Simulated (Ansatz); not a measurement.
# LiRe in the B2 ordering: lattice stability ahead of a resistivity run

Question: is the lattice of LiRe in the B2 ordering stable, and if so, what are its coupling constant and resistivity?

Main program and level: Ansatz 0.2.0; DFT PBE, scalar-relativistic, plane waves, PAW.

The structure was built from a prototype and need not be the compound's stable phase.

### 1. Set-up

The structure is cubic, space group Pm-3m (No. 221). The conventional cell has a = 3.301 Å, b = 3.301 Å, c = 3.301 Å, α = 90.00°, β = 90.00°, γ = 90.00°. Nearest to Li lie 8 Re at 2.86 Å. Re has 8 Li at 2.86 Å nearest. Farther neighbours are not listed.

### 2. Rough relaxation

The start is far from rest, so a relaxation with loose thresholds does the first part.

The input, input.yaml:

```yaml
crystal:
  lattice:
    - [3.30061, 0.0, 0.0]
    - [0.0, 3.30061, 0.0]
    - [0.0, 0.0, 3.30061]
  atoms:
    - { symbol: Li, position: [0.0, 0.0, 0.0] }
    - { symbol: Re, position: [0.5, 0.5, 0.5] }
kpoints:
  mp_grid: { grid: [6, 6, 6] }
hamiltonian:
  xc: pbe
scf:
  occupations: { method: gaussian, width: 0.1 }
output:
  forces: true
  stress: true
  eigenvalues: true
relax:
  adjacent_minimum: "off"
  f_tol: 0.05
  max_steps: 80
  cell: { stress_tol: 0.5 }
```

The run is started by

```
> ansatz run input.yaml --threads 4 --pin off --max-ram 8192MiB --backend cpu --events-out ev --progress --plain --runs-dir out
```

Numbers of over 12 decimals in the logs are rounded to 6 here.

Log:

```text
The last accepted step is kept in <dir> (removed where the run ends without a failure and the disk answers)
Engine: ansatz 0.2.0, aarch64-unknown-linux-gnu
Pseudopotentials: kind: paw
Pseudopotential: Li, paw, valence charge 3, recommended cutoff 420 eV (normal), Li.paw.azcp
Pseudopotential: Re, paw, valence charge 15, recommended cutoff 420 eV (normal), Re.paw.azcp
Functional definition: PBE
  parameter kappa = 0.804
  parameter beta = 0.066725
  exchange = pbe_x(kappa = kappa, mu = beta*pi^2/3)
  correlation = pbe_c(beta = beta)
Crystal: 2 atoms, lattice volume = 35.957 Å³
Basis set: ecut = 420 eV, 739 PW (Γ), exchange–correlation on 48×48×48 points (8 copies of the dense FFT grid, shifted against one another)
Bands: 13, of which v1, the nominal top of the filled ones, is band 9 counted from 1 (8 counted from 0)
Symmetry: 48 space group operations
Space group: Pm-3m (ITA 221), of the structure as read, at distance tolerance 3.3e-5 Å
k-points: 20 of 216
Non-local potential: Li, projectors of the file, l = 0: 3, l = 1: 2, l = 2: 1
Non-local potential: Re, projectors of the file, l = 0: 3, l = 1: 2, l = 2: 2, l = 3: 1
PAW form: soft (Blöchl's): semilocal exchange-correlation on the pseudo side does not see the compensation charge
PAW one-centre angular grid: Li, 110 points (default); XC on 64 Gauss nodes
PAW one-centre angular grid: Re, 590 points (default); XC on 64 Gauss nodes
Initial density: superposition of atomic densities (neutral atoms: chi_scale 0, normalization atom), corrected by the library's trained network
Initial wavefunctions: pseudopotential atomic-orbital guess
Functional: x = pbe(κ = 0.804, μ = 0.219515), c = pbe(β = 0.066725)
SCF iter   1: F=—  HF=-11069.574506 eV  |F-HF|=—  |Δ(HF+E_count)|=         —  Δρ=5.00e-3  dr2=4.68e-3  ethr=1.77e-3  ⟨swp⟩=4.4  Hψ=1244  notcnv=0
preconditioner: auto → none  [metal: Δε(μ)=0.070 eV  Ē_g=4.794 eV  σ=0.100 eV  W_gap=0.38  n_scr=6 (ndim 8)  ℏωp=17.5 eV  f_vac=0.000  D(μ)=4.23/eV (n_scr^D=56)  sad-step TF]
SCF iter   2: F=—  HF=-11069.574272 eV  |F-HF|=—  |Δ(HF+E_count)|=   2.34e-4  Δρ=2.85e-3  dr2=1.70e-3  ethr=2.60e-5  ⟨swp⟩=1.3  Hψ=439  notcnv=0
SCF iter   3: F=—  HF=-11069.574018 eV  |F-HF|=—  |Δ(HF+E_count)|=   2.55e-4  Δρ=2.14e-4  dr2=7.04e-6  ethr=9.44e-6  ⟨swp⟩=1.9  Hψ=307  notcnv=0
SCF iter   4: F=—  HF=-11069.574016 eV  |F-HF|=—  |Δ(HF+E_count)|=   2.04e-6  Δρ=4.44e-5  dr2=2.61e-7  ethr=3.91e-8  ⟨swp⟩=2.4  Hψ=417  notcnv=0
iter 5 did not close the SCF: its close was put off for the readings that it lacked (scf_convergence_deferred on its scf_iter line)
SCF iter   5: F=-11069.574016 eV  HF=-11069.574016 eV  |F-HF|=1.26e-8  |Δ(HF+E_count)|=   1.01e-7  Δρ=1.07e-5  dr2=2.10e-8  ethr=1.45e-9  ⟨swp⟩=2.0  Hψ=437  notcnv=0
SCF iter   6: F=-11069.574016 eV  HF=-11069.574016 eV  |F-HF|=8.91e-11  |Δ(HF+E_count)|=   4.79e-9  Δρ=1.37e-6  dr2=2.96e-10  ethr=1.17e-10  ⟨swp⟩=2.7  Hψ=856  notcnv=0
SCF 1 converged in 6 iterations: F = -11069.574016 eV  dr2 = 2.96e-10
  greatest PAW one-centre occupation: 1.000 electrons in one spin orbital (limit 2), on the Li atom at site 0 (counted from 0), in its partial waves of l = 0
relax step   1: F+E_penalty+E_count = -11069.57401571 eV  Δ(F+E_penalty+E_count) = +0.000e0 eV  max|allowed force component| = 5.463e-29 eV/Å  Δτ_max = 0.0000 Å  P = -24.498 GPa  Ω = 35.957 Å³  (6 SCF iters, dr2 threshold 1.00e-7 eV, accepted)
Crystal: 2 atoms, lattice volume = 30.950 Å³
Basis set: ecut = 420 eV, 619 PW (Γ), exchange–correlation on 48×48×48 points (8 copies of the dense FFT grid, shifted against one another)
Initial density: handed on by an earlier stage of this run
Initial wavefunctions: those handed on with the density
iter 1 solved again at ethr=2.51e-4 eV; its pass at ethr=3.10e-3 eV (dr2=4.52e-2 eV) is discarded
SCF iter   1: F=—  HF=-11070.313683 eV  |F-HF|=—  |Δ(HF+E_count)|=         —  Δρ=9.30e-3  dr2=4.54e-2  ethr=2.51e-4  ⟨swp⟩=1.0  Hψ=1658  notcnv=0
preconditioner: auto → none  [metal: Δε(μ)=0.095 eV  Ē_g=5.607 eV  σ=0.100 eV  W_gap=0.50  n_scr=6 (ndim 8)  ℏωp=18.9 eV  f_vac=0.000  D(μ)=3.29/eV (n_scr^D=32)]
SCF iter   2: F=—  HF=-11070.300260 eV  |F-HF|=—  |Δ(HF+E_count)|=   1.34e-2  Δρ=2.89e-3  dr2=3.98e-3  ethr=2.51e-4  ⟨swp⟩=2.1  Hψ=371  notcnv=0
SCF iter   3: F=—  HF=-11070.299008 eV  |F-HF|=—  |Δ(HF+E_count)|=   1.25e-3  Δρ=5.35e-4  dr2=6.83e-5  ethr=2.21e-5  ⟨swp⟩=2.0  Hψ=330  notcnv=0
SCF iter   4: F=—  HF=-11070.298983 eV  |F-HF|=—  |Δ(HF+E_count)|=   2.48e-5  Δρ=4.67e-5  dr2=1.85e-7  ethr=3.79e-7  ⟨swp⟩=2.1  Hψ=338  notcnv=0
iter 5 did not close the SCF: its close was put off for the readings that it lacked (scf_convergence_deferred on its scf_iter line)
SCF iter   5: F=-11070.298983 eV  HF=-11070.298983 eV  |F-HF|=1.68e-9  |Δ(HF+E_count)|=   3.53e-7  Δρ=5.19e-6  dr2=2.81e-9  ethr=1.03e-9  ⟨swp⟩=2.0  Hψ=425  notcnv=0
SCF iter   6: F=-11070.298983 eV  HF=-11070.298983 eV  |F-HF|=3.46e-11  |Δ(HF+E_count)|=   1.96e-9  Δρ=3.38e-7  dr2=4.04e-11  ethr=1.56e-11  ⟨swp⟩=1.6  Hψ=773  notcnv=0
SCF 2 converged in 6 iterations: F = -11070.298983 eV  dr2 = 4.04e-11
relax step   2: F+E_penalty+E_count = -11070.29898324 eV  Δ(F+E_penalty+E_count) = -7.250e-1 eV  max|allowed force component| = 2.087e-30 eV/Å  Δτ_max = 0.0000 Å  P = -20.776 GPa  Ω = 30.950 Å³  energy of the carried Pulay correction = +1.743e-3 eV  (6 SCF iters, dr2 threshold 2.00e-7 eV, accepted)
Crystal: 2 atoms, lattice volume = 26.432 Å³
Basis set: ecut = 420 eV, 485 PW (Γ), exchange–correlation on 48×48×48 points (8 copies of the dense FFT grid, shifted against one another)
iter 1 solved again at ethr=1.45e-4 eV; its pass at ethr=3.10e-3 eV (dr2=2.61e-2 eV) is discarded
SCF iter   1: F=—  HF=-11070.756728 eV  |F-HF|=—  |Δ(HF+E_count)|=         —  Δρ=8.19e-3  dr2=2.60e-2  ethr=1.45e-4  ⟨swp⟩=1.0  Hψ=1677  notcnv=0
preconditioner: auto → none  [insulator: Δε(μ)=0.108 eV  Ē_g=6.596 eV  σ=0.100 eV  W_gap=0.55  n_scr=6 (ndim 8)  ℏωp=20.4 eV  f_vac=0.000  D(μ)=2.37/eV (n_scr^D=26)  ε∞_Penn≈10.6]
SCF iter   2: F=—  HF=-11070.747845 eV  |F-HF|=—  |Δ(HF+E_count)|=   8.88e-3  Δρ=3.20e-3  dr2=3.09e-3  ethr=1.45e-4  ⟨swp⟩=2.4  Hψ=451  notcnv=0
SCF iter   3: F=—  HF=-11070.746846 eV  |F-HF|=—  |Δ(HF+E_count)|=   9.98e-4  Δρ=1.01e-3  dr2=1.07e-4  ethr=1.71e-5  ⟨swp⟩=2.2  Hψ=356  notcnv=0
SCF iter   4: F=—  HF=-11070.746781 eV  |F-HF|=—  |Δ(HF+E_count)|=   6.59e-5  Δρ=5.26e-5  dr2=3.33e-7  ethr=5.93e-7  ⟨swp⟩=2.0  Hψ=396  notcnv=0
SCF iter   5: F=-11070.746781 eV  HF=-11070.746781 eV  |F-HF|=9.70e-9  |Δ(HF+E_count)|=   2.01e-7  Δρ=7.01e-6  dr2=3.64e-9  ethr=1.11e-9  ⟨swp⟩=5.0  Hψ=1123  notcnv=0
SCF 3 converged in 5 iterations: F = -11070.746781 eV  dr2 = 3.64e-9
relax step   3: F+E_penalty+E_count = -11070.74678069 eV  Δ(F+E_penalty+E_count) = -4.478e-1 eV  max|allowed force component| = 1.807e-29 eV/Å  Δτ_max = 0.0000 Å  P = -8.753 GPa  Ω = 26.432 Å³  energy of the carried Pulay correction = +3.557e-3 eV  (5 SCF iters, dr2 threshold 2.00e-7 eV, accepted)
[...]
relax step   4: F+E_penalty+E_count = -11070.79490242 eV  Δ(F+E_penalty+E_count) = -4.812e-2 eV  max|allowed force component| = 1.374e-29 eV/Å  Δτ_max = 0.0000 Å  P = +1.860 GPa  Ω = 24.456 Å³  energy of the carried Pulay correction = +4.436e-3 eV  (5 SCF iters, dr2 threshold 2.00e-7 eV, accepted)
[...]
relax step   5: F+E_penalty+E_count = -11070.79643346 eV  Δ(F+E_penalty+E_count) = -1.531e-3 eV  max|allowed force component| = 5.748e-30 eV/Å  Δτ_max = 0.0000 Å  P = +0.007 GPa  Ω = 24.745 Å³  energy of the carried Pulay correction = +4.304e-3 eV  (4 SCF iters, dr2 threshold 2.00e-7 eV, accepted)
Basis set: ecut = 420 eV, 461 PW (Γ), exchange–correlation on 40×40×40 points (8 copies of the dense FFT grid, shifted against one another)
Initial wavefunctions: pseudopotential atomic-orbital guess (no wavefunctions were taken with the density)
iter 1 solved again at ethr=8.17e-8 eV; its pass at ethr=3.10e-3 eV (dr2=1.47e-5 eV) is discarded
SCF iter   1: F=—  HF=-11070.793611 eV  |F-HF|=—  |Δ(HF+E_count)|=         —  Δρ=8.11e-4  dr2=1.96e-5  ethr=8.17e-8  ⟨swp⟩=3.0  Hψ=1950  notcnv=0
preconditioner: auto → none  [metal: Δε(μ)=0.087 eV  Ē_g=7.045 eV  σ=0.100 eV  W_gap=0.46  n_scr=6 (ndim 8)  ℏωp=21.1 eV  f_vac=0.000  D(μ)=2.29/eV (n_scr^D=26)]
SCF iter   2: F=—  HF=-11070.793653 eV  |F-HF|=—  |Δ(HF+E_count)|=   4.22e-5  Δρ=3.86e-4  dr2=3.99e-6  ethr=8.17e-8  ⟨swp⟩=3.0  Hψ=392  notcnv=0
SCF iter   3: F=—  HF=-11070.793655 eV  |F-HF|=—  |Δ(HF+E_count)|=   1.85e-6  Δρ=3.18e-5  dr2=1.24e-7  ethr=2.22e-8  ⟨swp⟩=2.6  Hψ=417  notcnv=0
SCF iter   4: F=—  HF=-11070.793653 eV  |F-HF|=—  |Δ(HF+E_count)|=   2.07e-6  Δρ=1.33e-5  dr2=3.78e-8  ethr=6.90e-10  ⟨swp⟩=2.2  Hψ=397  notcnv=0
SCF iter   5: F=-11070.793653 eV  HF=-11070.793653 eV  |F-HF|=5.88e-10  |Δ(HF+E_count)|=   7.87e-9  Δρ=2.52e-6  dr2=1.15e-9  ethr=1.11e-11  ⟨swp⟩=3.0  Hψ=967  notcnv=0
SCF 6 converged in 5 iterations: F = -11070.793653 eV  dr2 = 1.15e-9
relax step   6: F+E_penalty+E_count = -11070.79365256 eV  Δ(F+E_penalty+E_count) = +2.781e-3 eV  max|allowed force component| = 1.052e-30 eV/Å  Δτ_max = 0.0000 Å  P = -0.056 GPa  Ω = 24.745 Å³  stress off target by 5.61e-2 GPa  SCF on the basis re-selected at this cell (its energy is not comparable with the rows above)  (5 SCF iters)
basis re-selected at this cell: Δ(F+E_penalty+E_count) = +2.781e-3 eV, ΔP = -0.063 GPa vs the last step (what re-selecting the basis moved, of the pressure what is left beyond the Pulay correction that the steps carried, after the strain that the cell walked since its last selection, with what the two solves' SCF thresholds leave and, on support functions, any second-order correction that the steps lacked; it is no measure of the basis error at this ecutwfc). The dense FFT grid was sized anew with the basis: this SCF ran on 20×20×20 points, the steps before it on 24×24×24, so part of this shift can come from that change (see relax.cell in the input reference). [rest of the remark cut]
SCF converged after 5 iterations
Free energy (F): -11070.793653 eV
Harris-Foulkes:  -11070.793653 eV  (|F-HF|=5.88e-10)
Internal energy: -11070.782201 eV  (E = F + TS)
E sigma→0 (E₀):  -11070.787927 eV
Entropy (-TS):   -0.011452 eV (-5.726 meV/atom)
Fermi energy:    15.673663 eV
--- Per-component energies (eV) ---
  E_band       = -237.738837
  E_kinetic    = 561.491918
  E_local      = -1132.117727  (includes V_loc(G=0)·N_el)
  E_nonlocal   = 19.249831
  E_hartree    = 392.974102
  E_xc         = -412.888306
  E_vxc        = -315.667985  (∫ρ·V_xc dr)
  E_paw        = -8680.772434  (= ΣΔE_a)
  E_vpaw       = -156.644191  (= ΣTr[D̂ρ^β])
  E_aug_tail   = -0.000046  (compensation charges beyond the density's cutoff)
  E_ewald      = -1818.719538
  E_smearing   = -0.011452  (= −TS)
  E_closure    = 0.000000  (closes the sum)
  Σ components = -11070.793653   (vs F -11070.793653, Δ=0.00e0)
--- Forces (eV/Å), atoms counted from 1 ---
  atom   1  Li     0.00000000    -0.00000000    -0.00000000
  atom   2  Re    -0.00000000     0.00000000     0.00000000
  max |Σ_I F_I| component: 2.10e-30 eV/Å
--- Stress (GPa, compression-positive) ---
       -0.056145      -0.000000       0.000000
       -0.000000      -0.056145       0.000000
        0.000000       0.000000      -0.056145
  P = ⅓ Tr σ = -0.0561 GPa (-0.561 kbar)
--- Band table (eV; the first three rows and the last of 20) ---
  k-point 0: bands = [... 5 lower, 8.1468, 11.9438, 11.9438, 17.4036, 17.4036, 17.4036, 23.9202, 23.9202]
  k-point 1: bands = [... 5 lower, 8.6173, 12.1051, 12.4053, 16.5788, 16.5788, 17.4656, 22.7348, 25.2260]
  k-point 2: bands = [... 5 lower, 9.4240, 12.4543, 13.8263, 15.3839, 15.3839, 17.5926, 20.8760, 27.7636]
  k-point 19: bands = [... 5 lower, 11.4929, 11.4929, 11.4929, 19.3034, 19.3034, 22.2203, 22.2203, 22.2203]
--- Relaxed structure (5 steps of the walk, 5 accepted, 1 SCFs on fresh bases) ---
  F+E_penalty+E_count = -11070.79365256 eV   max|allowed force component| = 1.052e-30 eV/Å   (the final SCF, on the basis selected at the relaxed cell)
  cell:  # Å, volume = 24.7447 Å³
    - [2.914030, 0, 0]
    - [0, 2.914030, 0.0]
    - [0, 0.0, 2.914030]
  atoms:
    - { symbol: Li, position: [0, 0, 0] }
    - { symbol: Re, position: [0.5, 0.5, 0.5] }
```

The job ended after 1.6 s (4 threads of Arm Neoverse V2, shared host; peak memory 0.29 GiB; 4.7 s of CPU time).

The steps of the relaxation:

| step | energy less that of the first step (eV) | largest force component (eV/Å) | pressure (GPa) | volume (Å³) |
| --- | --- | --- | --- | --- |
| 1 | 0.0000 | 0.0000 | -24.50 | 35.96 |
| 2 | -0.7250 | 0.0000 | -20.78 | 30.95 |
| 3 | -1.1728 | 0.0000 | -8.75 | 26.43 |
| 4 | -1.2209 | 0.0000 | 1.86 | 24.46 |
| 5 | -1.2224 | 0.0000 | 0.01 | 24.74 |
| 6* | -1.2196 | 0.0000 | -0.06 | 24.74 |

Relaxation steps marked * repeat the geometry before them on a plane-wave basis chosen anew for their cell, so energy and pressure can jump there.

The run keeps the 48 symmetry operations that it works with, so distortions that break them were not tested.

| conventional cell, symmetrised | before | after | change |
| --- | --- | --- | --- |
| a (Å) | 3.301 | 2.914 | -11.7 % |
| b (Å) | 3.301 | 2.914 | -11.7 % |
| c (Å) | 3.301 | 2.914 | -11.7 % |
| volume (Å³/atom) | 17.98 | 12.37 | -31.2 % |

Final coordinates:

```
Li Re
1.0
     2.91403    0.00000    0.00000
     0.00000    2.91403    0.00000
     0.00000    0.00000    2.91403
Li Re
1 1
Cartesian
  0.0000 0.0000 0.0000
  1.4570 1.4570 1.4570
```

This step gave:

```
pressure          : -0.05615 GPa
volume per atom   : 12.37 Å³
metallic on mesh  : yes
gap on the k-mesh : 0 eV
```

The largest force is now zero by symmetry and the largest stress component 0.056 GPa.

### 3. Relaxation

Lattice constant and positions set the bands and the force constants, so the cell is relaxed first.

The input, input.yaml:

```yaml
crystal:
  lattice:
    - [2.9140297382, 0.0, 0.0]
    - [0.0, 2.9140297382, 0.0]
    - [0.0, 0.0, 2.9140297382]
  atoms:
    - { symbol: Li, position: [0.0, 0.0, 0.0] }
    - { symbol: Re, position: [0.5, 0.5, 0.5] }
kpoints:
  mp_grid: { grid: [10, 10, 10] }
hamiltonian:
  xc: pbe
scf:
  occupations: { method: gaussian, width: 0.1 }
output:
  forces: true
  stress: true
  eigenvalues: true
  write_density: true
  write_potential: true
  elf: true
  volumetric_format: npy
relax:
  adjacent_minimum: "off"
  f_tol: 0.005
  max_steps: 80
  cell: { stress_tol: 0.05 }
```

Log:

```text
[the first part of the log is left out]
  E_hartree    = 392.329515
  E_xc         = -412.904553
  E_vxc        = -315.679370  (∫ρ·V_xc dr)
  E_paw        = -8680.718542  (= ΣΔE_a)
  E_vpaw       = -156.594360  (= ΣTr[D̂ρ^β])
  E_aug_tail   = -0.000045  (compensation charges beyond the density's cutoff)
  E_ewald      = -1819.126865
  E_smearing   = -0.018397  (= −TS)
  E_closure    = 0.000000  (closes the sum)
  Σ components = -11070.807265   (vs F -11070.807265, Δ=0.00e0)
[...]
--- Stress (GPa, compression-positive) ---
       -0.000020      -0.000000      -0.000000
       -0.000000      -0.000020      -0.000000
        0.000000      -0.000000      -0.000020
  P = ⅓ Tr σ = -0.0000 GPa (-0.000 kbar)
--- Band table (eV; the first three rows and the last of 56) ---
[...]
--- Relaxed structure (3 steps of the walk, 3 accepted, 1 SCFs on fresh bases) ---
[...]
cell:  # Å, volume = 24.7281 Å³
    - [2.913377, 0, 0]
    - [0, 2.913377, 0]
    - [0.0, 0, 2.913377]
  atoms:
    - { symbol: Li, position: [0, 0, 0] }
    - { symbol: Re, position: [0.5, 0.5, 0.5] }
```

Run time: 1.6 s. Hardware: 4 threads; peak memory 0.3 GiB; 5.1 s of CPU time.

Little changed from the start: no atom moved by 0.005 Å and no cell edge by 0.1 %.

Numbers from this step:

| Property | Result |
| --- | --- |
| pressure | -2.02e-5 GPa |
| volume per atom | 12.36 Å³ |

Valence density in the ac plane at fractional y = 0.500, with atoms of Re within 0.2 Å of it. It is the smooth field of the valence electrons, not physical close to the nuclei.

Ten even steps from '_' (0.2 e/Å³) to '@' (6.8 e/Å³):
```
______________________________
______________________________
____________........__________
__________..--====--..________
________..--**####**--..______
______..--**@@@@@@@@**--..____
______..==##@@@@@@@@##==..____
______..==##@@@@@@@@##==..____
______..--**@@@@@@@@**--..____
________..--**####**--..______
__________..--====--..________
____________........__________
______________________________
______________________________
______________________________
```
Columns run along a (2.9 Å), rows up along c (2.9 Å). Atoms in or near the plane, at fractional coordinates: Re at (0.50, 0.50).

ELF in the ac plane at fractional y = 0.500, with atoms of Re within 0.2 Å of it. It is the smooth field of the valence electrons, not physical close to the nuclei.

Values, 15 rows by 15 columns:
```
0.41 0.41 0.41 0.41 0.40 0.39 0.38 0.37 0.37 0.38 0.39 0.40 0.41 0.41 0.41
0.43 0.41 0.38 0.34 0.30 0.29 0.29 0.29 0.29 0.29 0.29 0.30 0.34 0.38 0.41
0.44 0.41 0.34 0.27 0.25 0.28 0.36 0.41 0.41 0.36 0.28 0.25 0.27 0.34 0.41
0.45 0.40 0.30 0.25 0.30 0.45 0.58 0.65 0.65 0.58 0.45 0.30 0.25 0.30 0.40
0.45 0.39 0.29 0.28 0.45 0.64 0.72 0.73 0.73 0.72 0.64 0.45 0.28 0.29 0.39
0.44 0.38 0.29 0.36 0.58 0.72 0.71 0.62 0.62 0.71 0.72 0.58 0.36 0.29 0.38
0.44 0.37 0.29 0.41 0.65 0.73 0.62 0.40 0.40 0.62 0.73 0.65 0.41 0.29 0.37
0.44 0.37 0.29 0.41 0.65 0.73 0.62 0.40 0.40 0.62 0.73 0.65 0.41 0.29 0.37
0.44 0.38 0.29 0.36 0.58 0.72 0.71 0.62 0.62 0.71 0.72 0.58 0.36 0.29 0.38
0.45 0.39 0.29 0.28 0.45 0.64 0.72 0.73 0.73 0.72 0.64 0.45 0.28 0.29 0.39
0.45 0.40 0.30 0.25 0.30 0.45 0.58 0.65 0.65 0.58 0.45 0.30 0.25 0.30 0.40
0.44 0.41 0.34 0.27 0.25 0.28 0.36 0.41 0.41 0.36 0.28 0.25 0.27 0.34 0.41
0.43 0.41 0.38 0.34 0.30 0.29 0.29 0.29 0.29 0.29 0.29 0.30 0.34 0.38 0.41
0.41 0.41 0.41 0.41 0.40 0.39 0.38 0.37 0.37 0.38 0.39 0.40 0.41 0.41 0.41
0.40 0.41 0.43 0.44 0.45 0.45 0.44 0.44 0.44 0.44 0.45 0.45 0.44 0.43 0.41
```
Columns run along a (2.9 Å), rows up along c (2.9 Å). Atoms in or near the plane, at fractional coordinates: Re at (0.50, 0.50).

Electrostatic potential energy in the ac plane at fractional y = 0.500, with atoms of Re within 0.2 Å of it. With pseudopotentials it is smooth inside the atoms' cores, unlike the true potential.

Values in eV, 15 rows by 15 columns:
```
 18  18  17  17  16  15  13  13  13  13  15  16  17  17  18
 18  17  17  15  13  11   8   7   7   8  11  13  15  17  17
 17  17  15  12   8   2  -5  -9  -9  -5   2   8  12  15  17
 16  16  13   8  -1 -15 -26 -32 -32 -26 -15  -1   8  13  16
 16  15  11   2 -15 -32 -43 -48 -48 -43 -32 -15   2  11  15
 15  13   8  -5 -26 -43 -53 -59 -59 -53 -43 -26  -5   8  13
 15  13   7  -9 -32 -48 -59 -59 -59 -59 -48 -32  -9   7  13
 15  13   7  -9 -32 -48 -59 -59 -59 -59 -48 -32  -9   7  13
 15  13   8  -5 -26 -43 -53 -59 -59 -53 -43 -26  -5   8  13
 16  15  11   2 -15 -32 -43 -48 -48 -43 -32 -15   2  11  15
 16  16  13   8  -1 -15 -26 -32 -32 -26 -15  -1   8  13  16
 17  17  15  12   8   2  -5  -9  -9  -5   2   8  12  15  17
 18  17  17  15  13  11   8   7   7   8  11  13  15  17  17
 18  18  17  17  16  15  13  13  13  13  15  16  17  17  18
 18  18  18  17  16  16  15  15  15  15  16  16  17  18  18
```
Columns run along a (2.9 Å; values clipped at the 3rd and 97th percentile), rows up along c (2.9 Å). Atoms in or near the plane, at fractional coordinates: Re at (0.50, 0.50).

The largest force is now zero by symmetry and the largest stress component 2.0e-5 GPa, small enough for phonons.

(Continued in part 2 of 2.)

[Logs are printed without paths, hosts, clocks, repeated set-up lines and the standing remarks that a program may print on its own settings, such as how far it seeks lower states.]

[Hosts, paths, dates, database ids (printed as entryN), source tags and the programs' standing remarks are cut or masked in the printed files.]
